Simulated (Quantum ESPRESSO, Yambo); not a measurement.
# PbSe (Clausthalite): G0W0 in Yambo against the screening cutoff

Wanted: the cheapest screening cutoff that holds the gap of PbSe (Clausthalite).

Main program and level: Yambo 5.3.0; PBE and many-body steps on it, plane waves.

This is a report of a sequence of runs, with most program output left out.

### Step 1. The structure

Symmetry: Fm-3m, No. 225, cubic system. Conventional cell: a = 6.121 Å, b = 6.121 Å, c = 6.121 Å, α = 90.00°, β = 90.00°, γ = 90.00°. Pb has 6 Se at 3.06 Å nearest. Se has 6 Pb at 3.06 Å nearest. Farther neighbours and most contacts between anions are not listed.

Coordinates:

```xyz
2
Lattice="0.0000 3.0607 3.0607 3.0606 0.0000 3.0606 3.0606 3.0606 0.0000" Properties=species:S:1:pos:R:3 pbc="T T T"
Pb    0.0000    0.0000    0.0000
Se    3.0606    3.0607    3.0606
```

The cell and positions come from the Crystallography Open Database and are kept as given unless a step says otherwise. Spin-orbit coupling is left out unless a step names it.

### Step 2. 2.25 Ha

This step: Yambo 5.3.0; G0W0 on PBE, plane waves, norm-conserving pseudopotentials.

G0W0 replaces the xc potential by the self-energy, built once from these orbitals. Only a window of levels is corrected, while the sums run over the empty bands that the input names.

Input file gw7.in:

```
HF_and_locXC
gw0
dyson
ppa
em1d
rim_cut
RandQpts= 1000000
RandGvec= 1 RL
EXXRLvcs= 104 Ry
VXCRLvcs= 416 Ry
Chimod= "HARTREE"
% BndsRnXp
 1 | 83 |
%
NGsBlkXp= 4.5 Ry
% LongDrXp
 1 | 1 | 1 |
%
% GbndRnge
 1 | 83 |
%
DysSolver= "n"
ExtendOut
PPAPntXp= 27.21138 eV
% QPkrange
 3 | 3 | 22 | 25 |
 1 | 1 | 22 | 25 |
%
```

Command:

```bash
$ OMP_NUM_THREADS=1 mpirun -n 8 yambo -F gw7.in -J gw7 -C gw7 > gw7.log
```

Elapsed: 1.9 min, on 8 MPI ranks of AMD EPYC 7R43, shared host; peak memory 4.8 GiB; 14 min of CPU time.

Numbers from this step:

| Quantity | Value |
| --- | --- |
| G0W0 gap on the points computed | 0.1859 eV |
| starting gap on the mesh | 0.2975 eV |
| k of the valence top | 0, 0, -0.5 |
| k of the conduction bottom | 0, 0, -0.5 |
| least direct G0W0 gap on the computed points | 0.1859 eV |
| Z at the valence top | 0.7987 |
| Z at the conduction bottom | 0.8105 |

The gap on the mesh goes from 0.30 eV to 0.19 eV, a correction of −0.11 eV.

### Step 3. 3.5 Ha

gw8.in, as its differences from gw7.in of step 2:

```diff
@@ -14,3 +14,3 @@
 %
-NGsBlkXp= 4.5 Ry
+NGsBlkXp= 7 Ry
 % LongDrXp
```

Command:

```bash
$ OMP_NUM_THREADS=1 mpirun -n 8 yambo -F gw8.in -J gw8 -C gw8 > gw8.log
```

Wall time 1.8 min (8 MPI ranks); peak memory 4.8 GiB; 14 min of CPU time.

Numbers from this step:

```
G0W0 gap on the points computed              : 0.2544 eV
starting gap on the mesh                     : 0.2975 eV
k of the valence top                         : 0, 0, -0.5
k of the conduction bottom                   : 0, 0, -0.5
least direct G0W0 gap on the computed points : 0.2544 eV
Z at the valence top                         : 0.7964
Z at the conduction bottom                   : 0.8100
```

Against the run before, the gap moves by +0.068 eV.

### Step 4. 7.25 Ha

gw9.in, as its differences from gw8.in of step 3:

```diff
@@ -14,3 +14,3 @@
 %
-NGsBlkXp= 7 Ry
+NGsBlkXp= 14.5 Ry
 % LongDrXp
```

Command:

```bash
$ OMP_NUM_THREADS=1 mpirun -n 8 yambo -F gw9.in -J gw9 -C gw9 > gw9.log
```

It took 2.5 min on 8 MPI ranks; peak memory 4.8 GiB.

This step gave:

```yaml
g0w0_gap_on_the_points_computed: 0.2804 eV
starting_gap_on_the_mesh: 0.2975 eV
k_of_the_valence_top: 0, 0, -0.5
k_of_the_conduction_bottom: 0, 0, -0.5
least_direct_g0w0_gap_on_the_computed_points: 0.2804 eV
```

Against the run before, the gap moves by +0.026 eV.

### Step 5. 9 Ha

gw10.in, as its differences from gw9.in of step 4:

```diff
@@ -14,3 +14,3 @@
 %
-NGsBlkXp= 14.5 Ry
+NGsBlkXp= 18 Ry
 % LongDrXp
```

Command:

```bash
$ OMP_NUM_THREADS=1 mpirun -n 8 yambo -F gw10.in -J gw10 -C gw10 > gw10.log
```

Elapsed: 3.6 min, on 8 MPI ranks; peak memory 4.9 GiB; 29 min of CPU time.

This step gave:

- G0W0 gap on the points computed: 0.2799 eV
- starting gap on the mesh: 0.2975 eV
- k of the valence top: 0, 0, -0.5
- k of the conduction bottom: 0, 0, -0.5
- least direct G0W0 gap on the computed points: 0.2799 eV

Against the run before, the gap moves by −0.0005 eV.

### Step 6. 11.25 Ha

gw11.in, as its differences from gw10.in of step 5:

```diff
@@ -14,3 +14,3 @@
 %
-NGsBlkXp= 18 Ry
+NGsBlkXp= 22.5 Ry
 % LongDrXp
```

Command:

```bash
$ OMP_NUM_THREADS=1 mpirun -n 8 yambo -F gw11.in -J gw11 -C gw11 > gw11.log
```

Elapsed: 4.7 min, on 8 MPI ranks; peak memory 5 GiB; 37 min of CPU time.

This step gave:

```
G0W0 gap on the points computed              : 0.2794 eV
starting gap on the mesh                     : 0.2975 eV
k of the valence top                         : 0, 0, -0.5
k of the conduction bottom                   : 0, 0, -0.5
least direct G0W0 gap on the computed points : 0.2794 eV
```

Against the run before, the gap moves by −0.001 eV.

### Step 7. Side by side

Times are wall times on 8 MPI ranks of AMD EPYC 7R43, shared host, good to a factor of about two.

```csv
run,mesh,bands,screening cutoff (eV),DFT gap (eV),gap on the mesh (eV),direct (eV),time
2.25 Ha,4×4×4,83,61.2,0.298,0.186,0.186,1.9 min
3.5 Ha,4×4×4,83,95.2,0.298,0.254,0.254,1.8 min
7.25 Ha,4×4×4,83,197.3,0.298,0.280,0.280,2.5 min
9 Ha,4×4×4,83,244.9,0.298,0.280,0.280,3.6 min
11.25 Ha,4×4×4,83,306.1,0.298,0.279,0.279,4.7 min
```

### Step 8. Summary of results

| Item | Value |
| --- | --- |
| 2.25 Ha | 0.186 eV |
| 3.5 Ha | 0.254 eV |
| 7.25 Ha | 0.280 eV |
| 9 Ha | 0.280 eV |
| 11.25 Ha | 0.279 eV |
| known limits | not at the basis limit; model gap, bands may invert with spin-orbit coupling; no spin-orbit coupling; coarse k mesh |

**Reading.** The setting moved: screening cutoff. From 2.25 Ha to 11.25 Ha the gap moves by +0.09 eV, for 2.5 times the time. It holds to 0.03 eV from 3.5 Ha on. Bands and screening cutoff are coupled, so a series along one setting does not show full convergence. Bands and cutoff are finite, so the gap is not at the basis limit. The miss can reach some tenths of an eV and take either sign; the mesh is an error of its own. In the G0W0 runs levels were corrected at 2 k points alone, so a gap called «on the mesh» is the least over those, and an edge elsewhere would be missed. The 4×4×4 mesh is coarse for this cell, which bears on the long-range parts of exchange and screening. Where an edge is built on 6p states of lead, bismuth or thallium, scalar-relativistic gaps usually stand too wide, by a few tenths to over one eV. With atoms this heavy and so narrow a gap, spin-orbit coupling can invert the bands. These scalar-relativistic gaps are then model values, not to be set against experiment, and a spin-orbit change taken from DFT can't simply be added.

[Paths, hosts, dates, memory and timing lines, banners, echoed tables and standing remarks are left out of the program output.]

[Logs are printed without paths, hosts, clocks, repeated set-up lines and the standing remarks that a program may print on its own settings, such as how far it seeks lower states.]

[Runs of the session that timed out or met a known fault of the program may be left out.]

[Hosts, paths, dates, database ids (printed as entryN), source tags and the programs' standing remarks are cut or masked in the printed files.]
